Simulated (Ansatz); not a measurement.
## TaP3W2: relaxing a made-up structure

This structure for TaP3W2 is made up. Its elements were placed in a known structure type with a cell scaled to their sizes. What cell does the guess relax to, and how far off was it?

Main program and level: Ansatz 0.2.0; DFT, PBE, plane-wave PAW, files of the set soft_1, scalar-relativistic, no spin, cell and ions relaxed at zero pressure; PAW set soft_1.

## Step 1: The starting structure

It takes space group P-62m (No. 189, hexagonal). Conventional cell: a = 5.960 Å, b = 5.960 Å, c = 3.321 Å, α = 90.00°, β = 90.00°, γ = 120.00°. W has 6 P at 2.47 Å nearest. Ta has 3 P at 2.36 Å nearest. P has 1 Ta at 2.36 Å and 4 W at 2.47 Å nearest. Farther neighbours are not listed.

## Step 2: Relaxing cell and atoms

The guessed cell has no reason to be at equilibrium. It is relaxed with the atoms, within the space group of the guess.

input.yaml

```yaml
crystal:
  lattice:
    - [5.96, 0.0, 0.0]
    - [-2.98, 5.161511407, 0.0]
    - [0.0, 0.0, 3.321]
  atoms:
    - { symbol: W, position: [0.666666667, 0.333333333, 0.5] }
    - { symbol: W, position: [0.333333333, 0.666666667, 0.5] }
    - { symbol: Ta, position: [0.0, 0.0, 0.0] }
    - { symbol: P, position: [0.0, 0.3959, 0.0] }
    - { symbol: P, position: [0.6041, 0.6041, 0.0] }
    - { symbol: P, position: [0.3959, 0.0, 0.0] }
kpoints:
  mp_grid: { grid: [5, 5, 8] }
scf:
  occupations: { method: fermi_dirac, width: 0.05 }
hamiltonian:
  xc: pbe
  pseudopotentials: { kind: paw, azcp: { folder: soft_1 } }
relax:
  f_tol: 0.015
  max_steps: 70
  cell: {}
output:
  forces: true
  stress: true
```

The run is started by

```sh
> ansatz run input.yaml --threads 4 --pin off --max-ram 10240MiB --backend cpu --events-out ev --progress --plain --runs-dir out
```

Numbers of over 12 decimals in the logs are rounded to 6 here.

Output:

```text
Engine: ansatz 0.2.0, x86_64-unknown-linux-gnu
Pseudopotentials: kind: paw
Pseudopotential: W, paw, valence charge 14, recommended cutoff 420 eV (normal), soft_1/W.paw.azcp
Pseudopotential: Ta, paw, valence charge 13, recommended cutoff 420 eV (normal), soft_1/Ta.paw.azcp
Pseudopotential: P, paw, valence charge 5, recommended cutoff 420 eV (normal), soft_1/P.paw.azcp
Functional definition: PBE
  parameter kappa = 0.804
  parameter beta = 0.066725
  exchange = pbe_x(kappa = kappa, mu = beta*pi^2/3)
  correlation = pbe_c(beta = beta)
Crystal: 6 atoms, lattice volume = 102.163 Å³
Basis set: ecut = 420 eV, 2003 PW (Γ), exchange–correlation on 80×80×48 points (8 copies of the dense FFT grid, shifted against one another)
Bands: 34, of which v1, the nominal top of the filled ones, is band 28 counted from 1 (27 counted from 0)
Symmetry: 12 space group operations
Space group: P-62m (ITA 189), of the structure as read, at distance tolerance 4.7e-5 Å
k-points: 25 of 200 (time reversal used)
Non-local potential: W, projectors of the file, l = 0: 3, l = 1: 2, l = 2: 2, l = 3: 1
Non-local potential: Ta, projectors of the file, l = 0: 3, l = 1: 2, l = 2: 2, l = 3: 1
Non-local potential: P, projectors of the file, l = 0: 2, l = 1: 2, l = 2: 1
PAW form: soft (Blöchl's): semilocal exchange-correlation on the pseudo side does not see the compensation charge
PAW one-centre angular grid: W, 590 points (default); XC on 64 Gauss nodes
PAW one-centre angular grid: Ta, 590 points (default); XC on 64 Gauss nodes
PAW one-centre angular grid: P, 110 points (default); XC on 64 Gauss nodes
Initial density: superposition of atomic densities (chi_scale 0.1, normalization cell, long waves kept (reshape's long-wave potential 0.00 eV rms))
Initial wavefunctions: pseudopotential atomic-orbital guess
Functional: x = pbe(κ = 0.804, μ = 0.219515), c = pbe(β = 0.066725)
SCF iter   1: F=—  HF=-32977.143753 eV  |F-HF|=—  |Δ(HF+E_count)|=         —  Δρ=1.29e-1  dr2=6.09e1  ethr=3.10e-3  ⟨swp⟩=7.2  Hψ=4109  notcnv=0
preconditioner: auto → Kerker (q_TF=auto, 2.468 Å⁻¹)  [metal: Δε(μ)=0.016 eV  Ē_g=6.676 eV  σ=0.050 eV  W_gap=0.08  n_scr=32 (ndim 8)  ℏωp=20.8 eV  f_vac=0.000  D(μ)=5.82/eV (n_scr^D=56)]
SCF iter   2: F=—  HF=-32972.066141 eV  |F-HF|=—  |Δ(HF+E_count)|=    5.08e0  Δρ=5.06e-2  dr2=8.34e0  ethr=3.10e-3  ⟨swp⟩=3.3  Hψ=1820  notcnv=0  defer=3
SCF iter   3: F=—  HF=-32971.203628 eV  |F-HF|=—  |Δ(HF+E_count)|=   8.63e-1  Δρ=1.24e-2  dr2=1.76e-1  ethr=3.10e-3  ⟨swp⟩=3.4  Hψ=1498  notcnv=0  defer=2
SCF iter   4: F=—  HF=-32971.176268 eV  |F-HF|=—  |Δ(HF+E_count)|=   2.74e-2  Δρ=2.92e-3  dr2=8.09e-3  ethr=3.14e-4  ⟨swp⟩=3.8  Hψ=1546  notcnv=0
SCF iter   5: F=—  HF=-32971.175319 eV  |F-HF|=—  |Δ(HF+E_count)|=   9.49e-4  Δρ=1.12e-3  dr2=1.72e-3  ethr=1.44e-5  ⟨swp⟩=2.2  Hψ=1239  notcnv=0
SCF iter   6: F=—  HF=-32971.175245 eV  |F-HF|=—  |Δ(HF+E_count)|=   7.46e-5  Δρ=1.74e-4  dr2=4.10e-5  ethr=3.07e-6  ⟨swp⟩=2.4  Hψ=1190  notcnv=0
SCF iter   7: F=—  HF=-32971.175199 eV  |F-HF|=—  |Δ(HF+E_count)|=   4.62e-5  Δρ=4.85e-5  dr2=2.52e-6  ethr=7.32e-8  ⟨swp⟩=2.0  Hψ=1212  notcnv=0
SCF iter   8: F=-32971.175199 eV  HF=-32971.175199 eV  |F-HF|=2.33e-8  |Δ(HF+E_count)|=   3.79e-8  Δρ=8.29e-6  dr2=7.96e-8  ethr=1.79e-10  ⟨swp⟩=3.8  Hψ=3593  notcnv=0
SCF 1 converged in 8 iterations: F = -32971.175199 eV  dr2 = 7.96e-8
  greatest PAW one-centre occupation: 0.999 electrons in one spin orbital (limit 2), on the W atom at site 0 (counted from 0), in its partial waves of l = 0
relax step   1: F+E_penalty+E_count = -32971.17519851 eV  Δ(F+E_penalty+E_count) = +0.000e0 eV  max|allowed force component| = 8.453e-2 eV/Å  Δτ_max = 0.0000 Å  P = +0.178 GPa  Ω = 102.163 Å³  (8 SCF iters, dr2 threshold 1.00e-7 eV, accepted)
Crystal: 6 atoms, lattice volume = 102.270 Å³
Basis set: ecut = 420 eV, 2033 PW (Γ), exchange–correlation on 80×80×48 points (8 copies of the dense FFT grid, shifted against one another)
Initial density: handed on by an earlier stage of this run
Initial wavefunctions: those handed on with the density
iter 1 solved again at ethr=1.60e-4 eV; its pass at ethr=3.10e-3 eV (dr2=8.97e-2 eV) is discarded
SCF iter   1: F=—  HF=-32971.605797 eV  |F-HF|=—  |Δ(HF+E_count)|=         —  Δρ=8.13e-3  dr2=8.97e-2  ethr=1.60e-4  ⟨swp⟩=1.7  Hψ=5136  notcnv=0
preconditioner: auto → Kerker (q_TF=auto, 2.468 Å⁻¹)  [metal: Δε(μ)=0.022 eV  Ē_g=6.357 eV  σ=0.050 eV  W_gap=0.11  n_scr=32 (ndim 8)  ℏωp=20.8 eV  f_vac=0.000  D(μ)=2.87/eV (n_scr^D=14)]
SCF iter   2: F=—  HF=-32971.591246 eV  |F-HF|=—  |Δ(HF+E_count)|=   1.46e-2  Δρ=4.74e-3  dr2=3.01e-2  ethr=1.60e-4  ⟨swp⟩=1.2  Hψ=857  notcnv=0
SCF iter   3: F=—  HF=-32971.583462 eV  |F-HF|=—  |Δ(HF+E_count)|=   7.78e-3  Δρ=5.83e-4  dr2=4.70e-4  ethr=5.37e-5  ⟨swp⟩=2.1  Hψ=1255  notcnv=0
SCF iter   4: F=—  HF=-32971.583391 eV  |F-HF|=—  |Δ(HF+E_count)|=   7.11e-5  Δρ=1.92e-4  dr2=4.92e-5  ethr=8.39e-7  ⟨swp⟩=2.0  Hψ=1206  notcnv=0
SCF iter   5: F=—  HF=-32971.583385 eV  |F-HF|=—  |Δ(HF+E_count)|=   5.49e-6  Δρ=3.54e-5  dr2=1.36e-6  ethr=8.78e-8  ⟨swp⟩=2.0  Hψ=1205  notcnv=0
SCF iter   6: F=-32971.583386 eV  HF=-32971.583386 eV  |F-HF|=3.21e-8  |Δ(HF+E_count)|=   3.88e-7  Δρ=1.01e-5  dr2=9.38e-8  ethr=1.07e-9  ⟨swp⟩=4.5  Hψ=2784  notcnv=0
SCF 2 converged in 6 iterations: F = -32971.583386 eV  dr2 = 9.38e-8
relax step   2: F+E_penalty+E_count = -32971.58338571 eV  Δ(F+E_penalty+E_count) = -4.082e-1 eV  max|allowed force component| = 6.473e-2 eV/Å  Δτ_max = 0.0339 Å  P = +0.648 GPa  Ω = 102.270 Å³  energy of the carried Pulay correction = -2.455e-5 eV  (6 SCF iters, dr2 threshold 6.00e-7 eV, accepted)
Crystal: 6 atoms, lattice volume = 102.626 Å³
Basis set: ecut = 420 eV, 2039 PW (Γ), exchange–correlation on 80×80×48 points (8 copies of the dense FFT grid, shifted against one another)
iter 1 solved again at ethr=6.74e-5 eV; its pass at ethr=3.10e-3 eV (dr2=3.77e-2 eV) is discarded
SCF iter   1: F=—  HF=-32971.643485 eV  |F-HF|=—  |Δ(HF+E_count)|=         —  Δρ=5.52e-3  dr2=3.89e-2  ethr=6.74e-5  ⟨swp⟩=1.7  Hψ=4796  notcnv=0
preconditioner: auto → Kerker (q_TF=auto, 2.466 Å⁻¹)  [metal: Δε(μ)=0.016 eV  Ē_g=6.350 eV  σ=0.050 eV  W_gap=0.08  n_scr=32 (ndim 8)  ℏωp=20.7 eV  f_vac=0.000  D(μ)=4.38/eV (n_scr^D=32)]
SCF iter   2: F=—  HF=-32971.636546 eV  |F-HF|=—  |Δ(HF+E_count)|=   6.94e-3  Δρ=3.18e-3  dr2=1.20e-2  ethr=6.74e-5  ⟨swp⟩=1.2  Hψ=860  notcnv=0
SCF iter   3: F=—  HF=-32971.633502 eV  |F-HF|=—  |Δ(HF+E_count)|=   3.04e-3  Δρ=4.11e-4  dr2=1.78e-4  ethr=2.14e-5  ⟨swp⟩=2.2  Hψ=1161  notcnv=0
SCF iter   4: F=—  HF=-32971.633514 eV  |F-HF|=—  |Δ(HF+E_count)|=   1.23e-5  Δρ=9.99e-5  dr2=1.37e-5  ethr=3.18e-7  ⟨swp⟩=2.2  Hψ=1269  notcnv=0
SCF iter   5: F=—  HF=-32971.633513 eV  |F-HF|=—  |Δ(HF+E_count)|=   1.32e-6  Δρ=2.26e-5  dr2=7.49e-7  ethr=2.44e-8  ⟨swp⟩=2.0  Hψ=1193  notcnv=0
SCF iter   6: F=-32971.633513 eV  HF=-32971.633513 eV  |F-HF|=1.45e-8  |Δ(HF+E_count)|=   5.02e-8  Δρ=7.13e-6  dr2=4.97e-8  ethr=1.07e-9  ⟨swp⟩=4.2  Hψ=2764  notcnv=0
SCF 3 converged in 6 iterations: F = -32971.633513 eV  dr2 = 4.97e-8
  greatest PAW one-centre occupation: 0.999 electrons in one spin orbital (limit 2), on the W atom at site 1 (counted from 0), in its partial waves of l = 0
relax step   3: F+E_penalty+E_count = -32971.63351283 eV  Δ(F+E_penalty+E_count) = -5.013e-2 eV  max|allowed force component| = 1.212e-2 eV/Å  Δτ_max = 0.0198 Å  P = +0.700 GPa  Ω = 102.626 Å³  energy of the carried Pulay correction = -1.057e-4 eV  (6 SCF iters, dr2 threshold 6.00e-7 eV, accepted)
[...]
relax step   4: F+E_penalty+E_count = -32971.63836888 eV  Δ(F+E_penalty+E_count) = -4.856e-3 eV  max|allowed force component| = 1.386e-2 eV/Å  Δτ_max = 0.0034 Å  P = -0.341 GPa  Ω = 103.124 Å³  energy of the carried Pulay correction = -2.189e-4 eV  (6 SCF iters, dr2 threshold 6.00e-7 eV, accepted)
[...]
relax step   5: F+E_penalty+E_count = -32971.63891594 eV  Δ(F+E_penalty+E_count) = -5.471e-4 eV  max|allowed force component| = 1.548e-2 eV/Å  Δτ_max = 0.0016 Å  P = -0.110 GPa  Ω = 102.960 Å³  energy of the carried Pulay correction = -1.818e-4 eV  (6 SCF iters, dr2 threshold 5.15e-7 eV, accepted)
[...]
relax step   6: F+E_penalty+E_count = -32971.63892642 eV  Δ(F+E_penalty+E_count) = -1.047e-5 eV  max|allowed force component| = 1.603e-2 eV/Å  Δτ_max = 0.0020 Å  P = -0.110 GPa  Ω = 102.949 Å³  energy of the carried Pulay correction = -1.791e-4 eV  (6 SCF iters, dr2 threshold 4.07e-8 eV, accepted)
[...]
relax step   7: F+E_penalty+E_count = -32971.63898330 eV  Δ(F+E_penalty+E_count) = -5.688e-5 eV  max|allowed force component| = 1.850e-5 eV/Å  Δτ_max = 0.0008 Å  P = +0.003 GPa  Ω = 102.887 Å³  energy of the carried Pulay correction = -1.651e-4 eV  (6 SCF iters, dr2 threshold 4.30e-8 eV, accepted)
Basis set: ecut = 420 eV, 2045 PW (Γ), exchange–correlation on 90×90×48 points (8 copies of the dense FFT grid, shifted against one another)
Initial wavefunctions: pseudopotential atomic-orbital guess (no wavefunctions were taken with the density)
iter 1 solved again at ethr=2.81e-7 eV; its pass at ethr=3.10e-3 eV (dr2=1.57e-4 eV) is discarded
SCF iter   1: F=—  HF=-32971.639676 eV  |F-HF|=—  |Δ(HF+E_count)|=         —  Δρ=1.95e-4  dr2=2.65e-6  ethr=2.81e-7  ⟨swp⟩=3.8  Hψ=6184  notcnv=0
preconditioner: auto → Kerker (q_TF=auto, 2.465 Å⁻¹)  [metal: Δε(μ)=0.028 eV  Ē_g=6.358 eV  σ=0.050 eV  W_gap=0.14  n_scr=32 (ndim 8)  ℏωp=20.7 eV  f_vac=0.000  D(μ)=3.71/eV (n_scr^D=32)]
SCF iter   2: F=—  HF=-32971.639737 eV  |F-HF|=—  |Δ(HF+E_count)|=   6.08e-5  Δρ=1.00e-4  dr2=6.98e-7  ethr=4.74e-9  ⟨swp⟩=2.1  Hψ=1118  notcnv=0
SCF iter   3: F=—  HF=-32971.639763 eV  |F-HF|=—  |Δ(HF+E_count)|=   2.56e-5  Δρ=3.66e-6  dr2=4.46e-9  ethr=1.25e-9  ⟨swp⟩=2.4  Hψ=1552  notcnv=0
SCF iter   4: F=—  HF=-32971.639763 eV  |F-HF|=—  |Δ(HF+E_count)|=   3.29e-9  Δρ=3.48e-7  dr2=6.98e-11  ethr=7.96e-12  ⟨swp⟩=2.0  Hψ=1438  notcnv=0
iter 5 did not close the SCF: its close was put off for the readings that it lacked (scf_convergence_deferred on its scf_iter line)
SCF iter   5: F=-32971.639763 eV  HF=-32971.639763 eV  |F-HF|=1.46e-11  |Δ(HF+E_count)|=  1.46e-10  Δρ=5.35e-8  dr2=3.27e-12  ethr=1.00e-12  ⟨swp⟩=1.1  Hψ=853  notcnv=0
iter 6 did not close the SCF: its close was put off for the readings that it lacked (scf_convergence_deferred on its scf_iter line)
SCF iter   6: F=-32971.639763 eV  HF=-32971.639763 eV  |F-HF|=0.00e0  |Δ(HF+E_count)|=  1.46e-11  Δρ=1.56e-8  dr2=3.26e-13  ethr=1.00e-12  ⟨swp⟩=1.0  Hψ=850  notcnv=0
iter 7 did not close the SCF: its close was put off for the readings that it lacked (scf_convergence_deferred on its scf_iter line)
SCF iter   7: F=-32971.639763 eV  HF=-32971.639763 eV  |F-HF|=7.28e-12  |Δ(HF+E_count)|=    0.00e0  Δρ=3.95e-9  dr2=3.14e-14  ethr=1.00e-12  ⟨swp⟩=1.0  Hψ=850  notcnv=0
iter 8 did not close the SCF: its close was put off for the readings that it lacked (scf_convergence_deferred on its scf_iter line)
SCF iter   8: F=-32971.639763 eV  HF=-32971.639763 eV  |F-HF|=0.00e0  |Δ(HF+E_count)|=    0.00e0  Δρ=1.03e-9  dr2=1.31e-15  ethr=1.00e-12  ⟨swp⟩=1.0  Hψ=850  notcnv=0
SCF iter   9: F=-32971.639763 eV  HF=-32971.639763 eV  |F-HF|=0.00e0  |Δ(HF+E_count)|=  1.46e-11  Δρ=2.96e-10  dr2=1.06e-16  ethr=1.00e-12  ⟨swp⟩=1.8  Hψ=1874  notcnv=0
SCF 8 converged in 9 iterations: F = -32971.639763 eV  dr2 = 1.06e-16
relax step   8: F+E_penalty+E_count = -32971.63976255 eV  Δ(F+E_penalty+E_count) = -7.793e-4 eV  max|allowed force component| = 7.262e-5 eV/Å  Δτ_max = 0.0000 Å  P = +0.008 GPa  Ω = 102.887 Å³  stress off target by 1.71e-2 GPa  SCF on the basis re-selected at this cell (its energy is not comparable with the rows above)  (9 SCF iters)
basis re-selected at this cell: Δ(F+E_penalty+E_count) = -7.793e-4 eV, ΔP = +0.005 GPa vs the last step (what re-selecting the basis moved, of the pressure what is left beyond the Pulay correction that the steps carried, after the strain that the cell walked since its last selection, with what the two solves' SCF thresholds leave and, on support functions, any second-order correction that the steps lacked; it is no measure of the basis error at this ecutwfc). The dense FFT grid was sized anew with the basis: this SCF ran on 45×45×24 points, the steps before it on 40×40×24, so part of this shift can come from that change (see relax.cell in the input reference). [rest of the remark cut]
SCF converged after 9 iterations
Free energy (F): -32971.639763 eV
Harris-Foulkes:  -32971.639763 eV  (|F-HF|=0.00e0)
Internal energy: -32971.608406 eV  (E = F + TS)
E sigma→0 (E₀):  -32971.624084 eV
Entropy (-TS):   -0.031356 eV (-5.226 meV/atom)
Fermi energy:    14.748206 eV
--- Per-component energies (eV) ---
  E_band       = -441.745501
  E_kinetic    = 1453.301898
  E_local      = -2706.798725  (includes V_loc(G=0)·N_el)
  E_nonlocal   = 35.527573
  E_hartree    = 1054.051870
  E_xc         = -1077.008046
  E_vxc        = -881.826483  (∫ρ·V_xc dr)
  E_paw        = -27134.746432  (= ΣΔE_a)
  E_vpaw       = -450.053902  (= ΣTr[D̂ρ^β])
  E_aug_tail   = 0.000398  (compensation charges beyond the density's cutoff)
  E_ewald      = -4595.936942
  E_smearing   = -0.031356  (= −TS)
  E_closure    = 0.000000  (closes the sum)
  Σ components = -32971.639763   (vs F -32971.639763, Δ=0.00e0)
--- Forces (eV/Å), atoms counted from 1 ---
  atom   1  W     -0.00000000     0.00000000     0.00000000
  atom   2  W     -0.00000000    -0.00000000    -0.00000000
  atom   3  Ta     0.00000000     0.00000000    -0.00000000
  atom   4  P      0.00003631    -0.00006289     0.00000000
  atom   5  P      0.00003631     0.00006289     0.00000000
  atom   6  P     -0.00007262    -0.00000000     0.00000000
  max |Σ_I F_I| component: 1.45e-16 eV/Å
--- Stress (GPa, compression-positive) ---
        0.017120       0.000000      -0.000000
        0.000000       0.017120      -0.000000
       -0.000000      -0.000000      -0.010974
  P = ⅓ Tr σ = 0.0078 GPa (0.078 kbar)
--- Relaxed structure (7 steps of the walk, 7 accepted, 1 SCFs on fresh bases) ---
  F+E_penalty+E_count = -32971.63976255 eV   max|allowed force component| = 7.262e-5 eV/Å   (the final SCF, on the basis selected at the relaxed cell)
  cell:  # Å, volume = 102.8870 Å³
    - [6.207571, 0, 0.0]
    - [-3.103786, 5.375914, 0.0]
    - [0.0, 0.0, 3.083092]
  atoms:
    - { symbol: W, position: [0.666667, 0.333333, 0.500000] }
    - { symbol: W, position: [0.333333, 0.666667, 0.500000] }
    - { symbol: Ta, position: [0, 0, 0.0] }
    - { symbol: P, position: [-2.7755575615628914e-17, 0.387912, 0.0] }
    - { symbol: P, position: [0.612088, 0.612088, 0.0] }
    - { symbol: P, position: [0.387912, 0, 0.0] }
```

Run time: 5.4 s. Hardware: 4 threads of AMD EPYC 9B45 (Zen 5), shared host; peak memory 0.51 GiB; 19 s of CPU time.

The steps of the relaxation:

| step | energy less that of the first step (eV) | largest force component (eV/Å) | pressure (GPa) | volume (Å³) |
| --- | --- | --- | --- | --- |
| 1 | 0.0000 | 0.0845 | 0.18 | 102.16 |
| 2 | -0.4082 | 0.0647 | 0.65 | 102.27 |
| 3 | -0.4583 | 0.0121 | 0.70 | 102.63 |
| 4 | -0.4632 | 0.0139 | -0.34 | 103.12 |
| 5 | -0.4637 | 0.0155 | -0.11 | 102.96 |
| 6 | -0.4637 | 0.0160 | -0.11 | 102.95 |
| 7 | -0.4638 | 0.0000 | 0.00 | 102.89 |
| 8* | -0.4646 | 0.0001 | 0.01 | 102.89 |

Relaxation steps marked * repeat the geometry before them on a plane-wave basis chosen anew for their cell, so energy and pressure can jump there.

Forces are held to the 12 operations that the run works with; a distortion that breaks them can't arise in this run.

| conventional cell, symmetrised | before | after | change |
| --- | --- | --- | --- |
| a (Å) | 5.960 | 6.208 | +4.2 % |
| b (Å) | 5.960 | 6.208 | +4.2 % |
| c (Å) | 3.321 | 3.083 | -7.2 % |
| volume (Å³/atom) | 17.03 | 17.15 | +0.7 % |

The atoms that moved most (Å, as changes of fractional coordinates times the final cell):

| atom | dx | dy | dz | length |
| --- | --- | --- | --- | --- |
| P4 | 0.025 | -0.043 | 0.000 | 0.050 |
| P6 | -0.050 | 0.000 | 0.000 | 0.050 |
| P5 | 0.025 | 0.043 | 0.000 | 0.050 |

The relaxed structure:

```xyz
6
Lattice="6.2076 0.0000 0.0000 -3.1038 5.3759 0.0000 0.0000 0.0000 3.0831" Properties=species:S:1:pos:R:3 pbc="T T T"
W     3.1038    1.7920    1.5415
W     0.0000    3.5839    1.5415
Ta    0.0000    0.0000    0.0000
P    -1.2040    2.0854    0.0000
P     1.8998    3.2905    0.0000
P     2.4080    0.0000    0.0000
```

Numbers from this step:

| Property | Result |
| --- | --- |
| free energy | -32971.6398 eV |
| energy at zero smearing | -32971.6241 eV |
| smearing term TS | 0.03136 eV |
| Fermi energy | 14.75 eV |
| electrons | 56 |
| symmetry operations | 12 |
| pressure | 0.007756 GPa |

Shortest distances by pair of elements, guess and relaxed (not always the same contact):

| pair | guess (Å) | relaxed (Å) |
| --- | --- | --- |
| P–Ta | 2.360 | 2.408 |
| P–W | 2.470 | 2.464 |
| W–W | 3.321 | 3.083 |
| Ta–Ta | 3.321 | 3.083 |
| P–P | 3.168 | 3.083 |

The relaxation ends with a largest force component of 7.3e-5 eV/Å and a pressure of 0.01 GPa.

## Step 3: Results

| Property | Result |
| --- | --- |
| space group, relaxed | P-62m |
| conventional cell | a = 6.208, b = 6.208, c = 3.083 Å; α = 90.0°, β = 90.0°, γ = 120.0° |
| volume per atom | 17.15 Å³ (guess 17.03) |

In words: TaP3W2 relaxes to P-62m with a = 6.208, b = 6.208 and c = 3.083 Å. The guessed volume was near the relaxed one. The space group P-62m was held in the relaxation, so the end point is a stationary structure within it and may be a saddle against distortions or other arrangements. Mesh and cutoff weren't tested. Spin-orbit coupling is left out, which can matter for elements this heavy. No dispersion term is used, so weakly bound directions may come out too long. The runs have no spin, and magnetism wasn't tested. Nothing here tests whether the compound is stable against decomposition.

[Logs are printed without paths, hosts, clocks, repeated set-up lines and the standing remarks that a program may print on its own settings, such as how far it seeks lower states.]

[Hosts, paths, dates, database ids (printed as entryN), source tags and the programs' standing remarks are cut or masked in the printed files.]
